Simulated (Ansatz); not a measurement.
## Work function of Ag(111): what the settings cost and change

How far do cutoff, k-mesh and smearing move the work function of Ag(111)?

Main program and level: Ansatz 0.2.0; plane-wave DFT, PBE, Ansatz PAW.

The experiments to compare with:

“Anisotropic work function of elemental crystals” (2019, arxiv:1902.07811) quotes from earlier work for Ag (clean (111) face, a compiled value): work function (clean (111) face, a compiled value) 4.53 eV.

### 1. Starting point

The cell holds 7 atoms: 7 Ag. Its edges and angles: a = 2.892 Å, b = 2.892 Å, c = 32.168 Å, α = 90.0°, β = 90.0°, γ = 60.0°. Vacuum lies along c.

### 2. Run, setting cutoff 200 eV

A work function rests on the faint tail of the density, so the SCF threshold is tight. The cutoff is raised first; then mesh and smearing are varied at the default cutoff.

input.yaml

```yaml
crystal:
  lattice:
    - [2.8920667351, 0.0, 0.0]
    - [1.4460333675, 2.504603262, 0.0]
    - [0.0, 0.0, 32.1681756059]
  atoms:
    - { symbol: Ag, position: [0.0, 0.0, 0.2797796216] }
    - { symbol: Ag, position: [0.3333333333, 0.3333333333, 0.3531864144] }
    - { symbol: Ag, position: [0.6666666667, 0.6666666667, 0.4265932072] }
    - { symbol: Ag, position: [0.0, 0.0, 0.5] }
    - { symbol: Ag, position: [0.3333333333, 0.3333333333, 0.5734067928] }
    - { symbol: Ag, position: [0.6666666667, 0.6666666667, 0.6468135856] }
    - { symbol: Ag, position: [0.0, 0.0, 0.7202203784] }
kpoints:
  mp_grid: { grid: [16, 16, 1] }
hamiltonian:
  xc: pbe
scf:
  occupations: { method: fermi_dirac, width: 0.1 }
  convergence: { dr2_threshold: 1.0e-09 }
efield:
  axis: 3
  dipole_correction: true
  ramp_position: 0.97
  ramp_width: 0.06
basis:
  ecutwfc: "200 eV"
output:
  write_potential: true
  write_density: true
  volumetric_format: npy
  elf: true
```

Started as:

```console
$ ansatz run input.yaml --threads 2 --pin off --max-ram 3072MiB --backend cpu --events-out ev --progress --plain --runs-dir out
```

Numbers of over 12 decimals in the logs are rounded to 6 here.

The program printed:

```text
Warning: basis.ecutwfc = 200 eV is below the records' recommended 420 eV, and the density's cutoff is lower with it unless basis.ecutrho_ratio is high enough to keep the records' density cutoff: compare with a run at a higher cutoff
Engine: ansatz 0.2.0, aarch64-unknown-linux-gnu
Pseudopotentials: kind: paw
Pseudopotential: Ag, paw, valence charge 19, recommended cutoff 420 eV (normal), Ag.paw.azcp
Functional definition: PBE
  parameter kappa = 0.804
  parameter beta = 0.066725
  exchange = pbe_x(kappa = kappa, mu = beta*pi^2/3)
  correlation = pbe_c(beta = beta)
Crystal: 7 atoms, lattice volume = 233.010 Å³
Basis set: ecut = 200 eV, 1509 PW (Γ)
Bands: 80, of which v1, the nominal top of the filled ones, is band 67 counted from 1 (66 counted from 0)
Symmetry: 6 space group operations
k-points: 30 of 256 (time reversal used)
Non-local potential: Ag, projectors of the file, l = 0: 3, l = 1: 2, l = 2: 2, l = 3: 1
PAW form: soft (Blöchl's): semilocal exchange-correlation on the pseudo side does not see the compensation charge
PAW one-centre angular grid: Ag, 590 points (default); XC on 64 Gauss nodes
Initial density: superposition of atomic densities (neutral atoms: chi_scale 0, normalization atom), corrected by the library's trained network
Initial wavefunctions: pseudopotential atomic-orbital guess
Functional: x = pbe(κ = 0.804, μ = 0.219515), c = pbe(β = 0.066725)
SCF iter   1: F=—  HF=-53066.702738 eV  |F-HF|=—  |Δ(HF+E_count)|=         —  Δρ=1.18e-1  dr2=1.69e1  ethr=1.77e-3  p=0.000 e·Å  D=3.51e-13 V/Å  ΔV_dip=-0.00 eV  dr2_dipole=2.05e-9  V_vac-E_F(+/−)=3.92/3.92 eV  ⟨swp⟩=6.6  Hψ=8931  notcnv=0  defer=70
efield: sawtooth ramp at fractional position 0.9700 (set: `efield.ramp_position`, or a place that a band, a saddle search or an elastic batch's reference lends), width 0.0600; the density the first Hamiltonian is built on has a dipole p = 0.000 e·Å; the dipole correction subtracts the counter field D = 3.51e-13 V/Å, which shifts the + side's vacuum level by -0.00 eV against the − side's; the planar-averaged density in the ramp window peaks in size at 1.8e-5 e/Å³
preconditioner: auto → LDOS  [metal: Δε(μ)=0.081 eV  Ē_g=9.397 eV  σ=0.100 eV  W_gap=0.19  n_scr=24 (ndim 8)  ℏωp=21.3 eV  f_vac=0.463  D(μ)=2.68/eV (n_scr^D=14)  β→1.0]
SCF iter   2: F=—  HF=-53068.335437 eV  |F-HF|=—  |Δ(HF+E_count)|=    1.63e0  Δρ=1.14e-1  dr2=2.47e1  ethr=1.77e-3  p=0.000 e·Å  D=2.01e-5 V/Å  ΔV_dip=-0.00 eV  dr2_dipole=8.36e-9  V_vac-E_F(+/−)=4.71/4.71 eV  ⟨swp⟩=3.0  Hψ=6460  notcnv=0  defer=130
SCF iter   3: F=—  HF=-53059.283472 eV  |F-HF|=—  |Δ(HF+E_count)|=    9.05e0  Δρ=8.03e-3  dr2=1.18e-1  ethr=1.77e-3  p=-0.000 e·Å  D=-3.08e-6 V/Å  ΔV_dip=0.00 eV  dr2_dipole=3.53e-9  V_vac-E_F(+/−)=4.83/4.83 eV  ⟨swp⟩=2.8  Hψ=5209  notcnv=0  defer=136
SCF iter   4: F=—  HF=-53059.256327 eV  |F-HF|=—  |Δ(HF+E_count)|=   2.71e-2  Δρ=2.48e-3  dr2=2.59e-2  ethr=8.85e-5  p=0.000 e·Å  D=1.52e-6 V/Å  ΔV_dip=-0.00 eV  dr2_dipole=2.57e-9  V_vac-E_F(+/−)=4.88/4.88 eV  ⟨swp⟩=2.1  Hψ=4093  notcnv=0  defer=136
SCF iter   5: F=—  HF=-53059.250497 eV  |F-HF|=—  |Δ(HF+E_count)|=   5.83e-3  Δρ=7.18e-4  dr2=1.22e-3  ethr=1.95e-5  p=-0.000 e·Å  D=-1.12e-6 V/Å  ΔV_dip=0.00 eV  dr2_dipole=4.74e-10  V_vac-E_F(+/−)=4.93/4.94 eV  ⟨swp⟩=2.0  Hψ=3409  notcnv=0  defer=136
SCF iter   6: F=—  HF=-53059.250259 eV  |F-HF|=—  |Δ(HF+E_count)|=   2.39e-4  Δρ=1.06e-4  dr2=5.37e-5  ethr=9.17e-7  p=-0.000 e·Å  D=-6.60e-7 V/Å  ΔV_dip=0.00 eV  dr2_dipole=4.63e-11  V_vac-E_F(+/−)=4.94/4.95 eV  ⟨swp⟩=2.0  Hψ=3585  notcnv=0  defer=136
SCF iter   7: F=—  HF=-53059.250268 eV  |F-HF|=—  |Δ(HF+E_count)|=   9.36e-6  Δρ=5.42e-5  dr2=8.04e-6  ethr=4.03e-8  p=-0.000 e·Å  D=-2.34e-7 V/Å  ΔV_dip=0.00 eV  dr2_dipole=4.33e-11  V_vac-E_F(+/−)=4.96/4.96 eV  ⟨swp⟩=2.3  Hψ=4004  notcnv=0  defer=136
SCF iter   8: F=—  HF=-53059.250259 eV  |F-HF|=—  |Δ(HF+E_count)|=   8.91e-6  Δρ=1.22e-5  dr2=3.08e-7  ethr=6.05e-9  p=-0.000 e·Å  D=-1.04e-7 V/Å  ΔV_dip=0.00 eV  dr2_dipole=1.08e-11  V_vac-E_F(+/−)=4.96/4.97 eV  ⟨swp⟩=2.0  Hψ=3519  notcnv=0  defer=136
SCF iter   9: F=—  HF=-53059.250259 eV  |F-HF|=—  |Δ(HF+E_count)|=   1.61e-7  Δρ=5.15e-6  dr2=6.42e-8  ethr=2.32e-10  p=-0.000 e·Å  D=-2.84e-8 V/Å  ΔV_dip=0.00 eV  dr2_dipole=1.93e-13  V_vac-E_F(+/−)=4.96/4.97 eV  ⟨swp⟩=2.1  Hψ=4147  notcnv=0  defer=136
SCF iter  10: F=—  HF=-53059.250259 eV  |F-HF|=—  |Δ(HF+E_count)|=   2.73e-9  Δρ=1.17e-6  dr2=4.16e-9  ethr=4.83e-11  p=-0.000 e·Å  D=-3.67e-9 V/Å  ΔV_dip=0.00 eV  dr2_dipole=3.44e-15  V_vac-E_F(+/−)=4.96/4.97 eV  ⟨swp⟩=2.0  Hψ=3578  notcnv=0  defer=136
SCF iter  11: F=-53059.250259 eV  HF=-53059.250259 eV  |F-HF|=4.58e-10  |Δ(HF+E_count)|=  9.75e-10  Δρ=3.33e-7  dr2=3.06e-10  ethr=1.00e-12  p=-0.000 e·Å  D=-1.56e-9 V/Å  ΔV_dip=0.00 eV  dr2_dipole=5.76e-16  V_vac-E_F(+/−)=4.96/4.97 eV  ⟨swp⟩=11.6  Hψ=8614  notcnv=0
WARN: efield: at this solve's end the planar-averaged density reaches 1.09e-4 e/Å³ inside the ramp window [0.9389, 0.0611] (bound 1e-5 e/Å³); the window's nearer edge stands 7.03 Å from this solve's nearest atom along the axis. Its work functions, free energy, forces, stress, dipole, levels and responses can be off, and this figure does not tell by how much. The cell may have no vacuum along `efield.axis`. A short vacuum, a low `basis.ecutwfc` or `basis.ecutrho_ratio` and negative occupations (`scf.occupations.method`) can put density there. See the manual's quickstart, § The vacuum guard
SCF 1 converged in 11 iterations: F = -53059.250259 eV  dr2 = 3.06e-10
  greatest PAW one-centre occupation: 1.043 electrons in one spin orbital (limit 2), on the Ag atom at site 6 (counted from 0), in its partial waves of l = 2
WARN: The output density's exchange-correlation potential varies sharply where the density is thin. Do not read a vacuum level from v_tot or v_xc, or from such a field of the output density. On a cell that repeats whose density bears no net charge and no dipole along the vacuum's axis use v_es (v_loc + v_h of the components); under efield.dipole_correction with no amplitude use v_es + v_field, which holds any externa [...]
SCF converged after 11 iterations
Free energy (F): -53059.250259 eV
Harris-Foulkes:  -53059.250259 eV  (|F-HF|=4.58e-10)
Internal energy: -53059.181768 eV  (E = F + TS)
E sigma→0 (E₀):  -53059.216014 eV
Entropy (-TS):   -0.068491 eV (-9.784 meV/atom)
Fermi energy:    6.674760 eV
Dipole field:    D = -0.000000 V/Å  (p = -0.000000 e·Å, saw-weighted, corrected)
Work function:   Φ+ = 4.9611 eV (in doubt: plateau slope 3.8e-2 eV/Å)   Φ− = 4.9671 eV (in doubt: plateau slope 3.4e-2 eV/Å)
Levels:          The Fermi level and band energies are counted from a zero that moves with the ramp; work functions are not
Vacuum region:   at the solve's end the planar-averaged density reaches 1.09e-4 e/Å³ inside the ramp window [0.9389, 0.0611] (bound 1e-5 e/Å³)
--- Per-component energies (eV) ---
  E_band       = -3224.425379
  E_kinetic    = 3936.747779
  E_local      = -299810.081782  (includes V_loc(G=0)·N_el)
  E_nonlocal   = 367.886887
  E_hartree    = 148427.808357
  E_xc         = -1340.665695
  E_vxc        = -1704.545631  (∫ρ·V_xc dr)
  E_paw        = -27263.300336  (= ΣΔE_a)
  E_vpaw       = -2870.087466  (= ΣTr[D̂ρ^β])
  E_aug_tail   = 0.037267  (compensation charges beyond the density's cutoff)
  E_efield     = 0.000000  (sawtooth field / dipole correction)
  E_vefield    = 0.000000  (∫n·V_field dr)
  E_ewald      = 122622.385755
  E_smearing   = -0.068491  (= −TS)
  E_closure    = 0.000000  (closes the sum)
  Σ components = -53059.250259   (vs F -53059.250259, Δ=0.00e0)
--- Band table (eV; the first three rows and the last of 30) ---
  k-point 0: bands = [... 63 lower, 3.0405, 3.0405, 3.1100, 3.1100, 3.3352, 4.7314, 6.3086, 6.8704, ... 9 higher]
  k-point 1: bands = [... 63 lower, 2.8642, 2.9822, 2.9999, 3.0071, 3.6684, 4.9445, 6.4791, 7.0888, ... 9 higher]
  k-point 2: bands = [... 63 lower, 2.8710, 3.0373, 3.0713, 3.2898, 4.1878, 5.4547, 6.9511, 7.7245, ... 9 higher]
  k-point 29: bands = [... 63 lower, 8.8928, 9.2730, 9.8416, 10.4332, 10.4863, 10.6422, 10.9123, 10.9605, ... 9 higher]
```

Elapsed: 15 s, on 2 threads of Arm Neoverse V2, shared host; peak memory 0.45 GiB; 29 s of CPU time.

This step gave:

```
energy at zero smearing   : -53059.2160 eV
work function, upper face : 4.961 eV
```

Running mean over 2.361 Å of the planar mean; the ramp of the sawtooth is left out. The electron's electrostatic potential energy less the Fermi level by z:

```tsv
z (Å)	electron's electrostatic potential energy less the Fermi level (eV)
3.5	4.87
4.0	4.84
4.5	4.79
5.0	4.74
5.5	4.67
6.0	4.56
6.5	4.30
7.0	3.52
7.5	1.24
8.0	-2.29
8.5	-5.00
9.0	-5.95
9.5	-6.13
10.0	-6.19
10.5	-6.23
11.0	-6.25
11.5	-6.26
12.0	-6.24
12.5	-6.22
13.0	-6.21
13.5	-6.20
14.0	-6.20
14.5	-6.21
15.0	-6.21
15.5	-6.22
16.0	-6.23
16.5	-6.22
17.0	-6.22
17.5	-6.21
18.0	-6.20
18.5	-6.20
19.0	-6.21
19.5	-6.22
20.0	-6.23
20.5	-6.25
21.0	-6.26
21.5	-6.24
22.0	-6.20
22.5	-6.16
23.0	-6.04
23.5	-5.48
24.0	-3.41
24.5	0.0793
25.0	2.95
25.5	4.15
26.0	4.50
26.5	4.64
27.0	4.72
27.5	4.78
28.0	4.82
28.5	4.86
```

Electrostatic potential energy in the ca plane at fractional y = 0.000, with atoms of Ag within 0.2 Å of it. With pseudopotentials it is smooth inside the atoms' cores, unlike the true potential.

Ten even steps from '0' (-34 eV) to '9' (11 eV), each cell a mean:
```
99999999730004899999999999985100279999999999
99988889863236898888999888987422589999999999
89876678987678987668898667898767899999999999
88875578998889986557887546899988999999999999
88875578988889987557888656899888899999999999
89987789875457888778998778898645789999999999
99998899841015899889999888986201379999999999
99999999730003799999999999984000269999999999
```
Columns run along c (16.0 Å, from fractional 0.38 to 0.88 of the cell; values clipped at the 3rd and 97th percentile), rows up along a (2.9 Å). Atoms in or near the plane, at fractional coordinates: Ag at (0.50, 0.00), Ag at (0.72, 0.00).

ELF in the ca plane at fractional y = 0.000, with atoms of Ag within 0.2 Å of it. It is the smooth field of the valence electrons, not physical close to the nuclei.

Ten even steps from '0' (0.00) to '9' (0.84), each cell a mean:
```
11112222257874122221111221214688631000000000
12111112135653121111121111122465421000000000
12123321212221212331121232121222111000000000
12124421222222213442122443112222210000000000
12124421211211212432121343121122110000000000
12112212224442211221121121121344311000000000
11111112146764121111111111213677521000000000
10012221258985112221001222114799631000000000
```
Columns run along c (16.0 Å, from fractional 0.38 to 0.88 of the cell), rows up along a (2.9 Å). Atoms in or near the plane, at fractional coordinates: Ag at (0.50, 0.00), Ag at (0.72, 0.00).

Valence density in the ca plane at fractional y = 0.000, with atoms of Ag within 0.2 Å of it. It is the smooth field of the valence electrons, not physical close to the nuclei.

Ten steps, logarithmic in the rise over the least value, from '0' (0 e/Å³) to '9' (18 e/Å³), each cell a mean:
```
10111111268985211111111111114799730000000000
11112211146763111221111221113576420000000000
21123321123331112332112333111233210000000000
21134431111111113443112443211111100000000000
21134431112221113442112343211122100000000000
11122221125542112222111222112455310000000000
11111111257874211111111111114788620000000000
10011111369996211111001111125899731000000000
```
Columns run along c (16.0 Å, from fractional 0.38 to 0.88 of the cell), rows up along a (2.9 Å). Atoms in or near the plane, at fractional coordinates: Ag at (0.50, 0.00), Ag at (0.72, 0.00).

The work function is 4.961 eV. The program marks this work function as in doubt.

### 3. Slab

Changes to input.yaml since step 2:

```diff
@@ -26,3 +26,3 @@
 basis:
-  ecutwfc: "200 eV"
+  ecutwfc: "300 eV"
 output:
@@ -31,2 +31 @@
   volumetric_format: npy
-  elf: true
```

The program printed:

```text
[...]
Crystal: 7 atoms, lattice volume = 233.010 Å³
Basis set: ecut = 300 eV, 2677 PW (Γ)
Bands: 80, of which v1, the nominal top of the filled ones, is band 67 counted from 1 (66 counted from 0)
Symmetry: 6 space group operations
k-points: 30 of 256 (time reversal used)
[...]
k-point 0: bands = [... 63 lower, 3.4459, 3.6322, 3.6322, 3.7382, 3.7382, 4.7522, 6.3216, 6.8076, ... 9 higher]
  k-point 1: bands = [... 63 lower, 3.4485, 3.5662, 3.6355, 3.7461, 3.9211, 5.0374, 6.5144, 7.0584, ... 9 higher]
  k-point 2: bands = [... 63 lower, 3.4536, 3.6431, 3.6514, 3.7579, 4.4106, 5.5879, 7.0119, 7.7084, ... 9 higher]
  k-point 29: bands = [... 63 lower, 8.9947, 9.3399, 9.8924, 10.4671, 10.5667, 10.7157, 11.0166, 11.0685, ... 9 higher]
[key lines of the parts left out:]
SCF converged after 9 iterations
Free energy (F): -53132.424113 eV
Fermi energy:    6.745432 eV
Dipole field:    D = 0.000000 V/Å  (p = 0.000000 e·Å, saw-weighted, corrected)
Work function:   Φ+ = 4.4533 eV   Φ− = 4.4534 eV
```

Wall time 23 s (2 threads); peak memory 0.6 GiB.

The work function is 4.453 eV, -0.508 eV from the run “cutoff 200 eV”, at 1.6 times its CPU time.

### 4. Run

Changes to input.yaml since step 3:

```diff
@@ -26,3 +26,3 @@
 basis:
-  ecutwfc: "300 eV"
+  ecutwfc: "420 eV"
 output:
```

The program printed:

```text
[...]
Crystal: 7 atoms, lattice volume = 233.010 Å³
Basis set: ecut = 420 eV, 4547 PW (Γ)
Bands: 80, of which v1, the nominal top of the filled ones, is band 67 counted from 1 (66 counted from 0)
Symmetry: 6 space group operations
k-points: 30 of 256 (time reversal used)
[...]
k-point 0: bands = [... 63 lower, 3.4702, 3.6568, 3.6568, 3.7653, 3.7653, 4.7545, 6.3223, 6.8056, ... 9 higher]
  k-point 1: bands = [... 63 lower, 3.4721, 3.5887, 3.6599, 3.7700, 3.9356, 5.0420, 6.5158, 7.0561, ... 9 higher]
  k-point 2: bands = [... 63 lower, 3.4757, 3.6676, 3.6690, 3.7826, 4.4228, 5.5934, 7.0138, 7.7069, ... 9 higher]
  k-point 29: bands = [... 63 lower, 8.9941, 9.3364, 9.8876, 10.4614, 10.5605, 10.7100, 11.0104, 11.0625, ... 9 higher]
[key lines of the parts left out:]
SCF converged after 9 iterations
Free energy (F): -53133.173440 eV
Fermi energy:    6.747241 eV
Dipole field:    D = -0.000001 V/Å  (p = -0.000001 e·Å, saw-weighted, corrected)
Work function:   Φ+ = 4.4504 eV   Φ− = 4.4504 eV
```

Wall time 32 s (2 threads); peak memory 0.83 GiB; 64 s of CPU time.

The work function is 4.450 eV, -0.511 eV from the run “cutoff 200 eV”, at 2.2 times its CPU time.

### 5. Run

Changes to input.yaml since step 4:

```diff
@@ -26,3 +26,3 @@
 basis:
-  ecutwfc: "420 eV"
+  ecutwfc: "600 eV"
 output:
```

The program printed:

```text
[...]
Crystal: 7 atoms, lattice volume = 233.010 Å³
Basis set: ecut = 600 eV, 7707 PW (Γ)
Bands: 80, of which v1, the nominal top of the filled ones, is band 67 counted from 1 (66 counted from 0)
Symmetry: 6 space group operations
k-points: 30 of 256 (time reversal used)
[...]
k-point 0: bands = [... 63 lower, 3.4695, 3.6562, 3.6562, 3.7647, 3.7647, 4.7543, 6.3221, 6.8054, ... 9 higher]
  k-point 1: bands = [... 63 lower, 3.4714, 3.5880, 3.6592, 3.7694, 3.9351, 5.0418, 6.5155, 7.0558, ... 9 higher]
  k-point 2: bands = [... 63 lower, 3.4751, 3.6670, 3.6685, 3.7820, 4.4224, 5.5931, 7.0135, 7.7066, ... 9 higher]
  k-point 29: bands = [... 63 lower, 8.9938, 9.3361, 9.8872, 10.4611, 10.5601, 10.7097, 11.0101, 11.0622, ... 9 higher]
[key lines of the parts left out:]
SCF converged after 9 iterations
Free energy (F): -53133.186591 eV
Fermi energy:    6.746937 eV
Dipole field:    D = -0.000000 V/Å  (p = -0.000000 e·Å, saw-weighted, corrected)
Work function:   Φ+ = 4.4501 eV   Φ− = 4.4501 eV
```

Elapsed: 58 s, on 2 threads; peak memory 1.2 GiB.

The work function is 4.450 eV, -0.000 eV from the run “cutoff 420 eV”, at 1.8 times its CPU time.

### 6. Run

Changes to input.yaml since step 5:

```diff
@@ -14,3 +14,3 @@
 kpoints:
-  mp_grid: { grid: [16, 16, 1] }
+  mp_grid: { grid: [3, 3, 1] }
 hamiltonian:
@@ -25,4 +25,2 @@
   ramp_width: 0.06
-basis:
-  ecutwfc: "600 eV"
 output:
```

The program printed:

```text
[...]
Crystal: 7 atoms, lattice volume = 233.010 Å³
Basis set: ecut = 420 eV, 4547 PW (Γ)
Bands: 80, of which v1, the nominal top of the filled ones, is band 67 counted from 1 (66 counted from 0)
Symmetry: 6 space group operations
k-points: 3 of 9 (time reversal used)
[...]
Work function:   Φ+ = 4.6243 eV   Φ− = 4.6243 eV
[...]
--- Band table (eV) ---
  k-point 0: bands = [... 63 lower, 3.5577, 3.8179, 3.8179, 3.8489, 3.8489, 4.7792, 6.4079, 6.8712, ... 9 higher]
  k-point 1: bands = [... 63 lower, 3.9545, 4.0547, 4.5104, 5.4656, 6.6688, 8.0763, 9.6197, 11.0843, ... 9 higher]
  k-point 2: bands = [... 63 lower, 10.0039, 10.0039, 10.0045, 10.2981, 10.5156, 10.5156, 11.0774, 11.0774, ... 9 higher]
[key lines of the parts left out:]
SCF converged after 11 iterations
Free energy (F): -53134.728710 eV
Fermi energy:    6.482084 eV
Dipole field:    D = -0.000000 V/Å  (p = -0.000000 e·Å, saw-weighted, corrected)
```

It took 3.8 s on 2 threads; peak memory 0.47 GiB.

The work function is 4.624 eV, +0.174 eV from the run “cutoff 420 eV”, at 0.11 times its CPU time.

### 7. Run

Changes to input.yaml since step 6:

```diff
@@ -14,3 +14,3 @@
 kpoints:
-  mp_grid: { grid: [3, 3, 1] }
+  mp_grid: { grid: [5, 5, 1] }
 hamiltonian:
```

The program printed:

```text
[...]
Crystal: 7 atoms, lattice volume = 233.010 Å³
Basis set: ecut = 420 eV, 4547 PW (Γ)
Bands: 80, of which v1, the nominal top of the filled ones, is band 67 counted from 1 (66 counted from 0)
Symmetry: 6 space group operations
k-points: 5 of 25 (time reversal used)
[...]
k-point 0: bands = [... 63 lower, 3.4929, 3.6972, 3.6972, 3.7585, 3.7585, 4.7418, 6.3524, 6.8200, ... 9 higher]
  k-point 1: bands = [... 63 lower, 3.4958, 3.7085, 3.7881, 4.0688, 5.0672, 6.3620, 7.8488, 8.7964, ... 9 higher]
  k-point 2: bands = [... 63 lower, 4.8677, 5.2310, 5.6679, 6.4695, 7.5788, 8.8810, 10.1559, 11.1412, ... 9 higher]
  k-point 4: bands = [... 63 lower, 8.2688, 8.4263, 8.6524, 8.9534, 9.3296, 9.7055, 10.0106, 10.7857, ... 9 higher]
[key lines of the parts left out:]
SCF converged after 10 iterations
Free energy (F): -53133.558155 eV
Fermi energy:    6.515577 eV
Dipole field:    D = -0.000001 V/Å  (p = -0.000002 e·Å, saw-weighted, corrected)
Work function:   Φ+ = 4.6842 eV   Φ− = 4.6842 eV
```

Elapsed: 6 s, on 2 threads; peak memory 0.49 GiB.

The work function is 4.684 eV, +0.234 eV from the run “cutoff 420 eV”, at 0.18 times its CPU time.

[end of part 1 of 2]

[Logs are printed without paths, hosts, clocks, repeated set-up lines and the standing remarks that a program may print on its own settings, such as how far it seeks lower states.]

[Hosts, paths, dates, database ids (printed as entryN), source tags and the programs' standing remarks are cut or masked in the printed files.]

[Maps of the electrostatic potential energy from Ansatz leave out the sawtooth potential of an applied field or a dipole correction, so their vacuum need not be flat; planar profiles and work functions include it.]
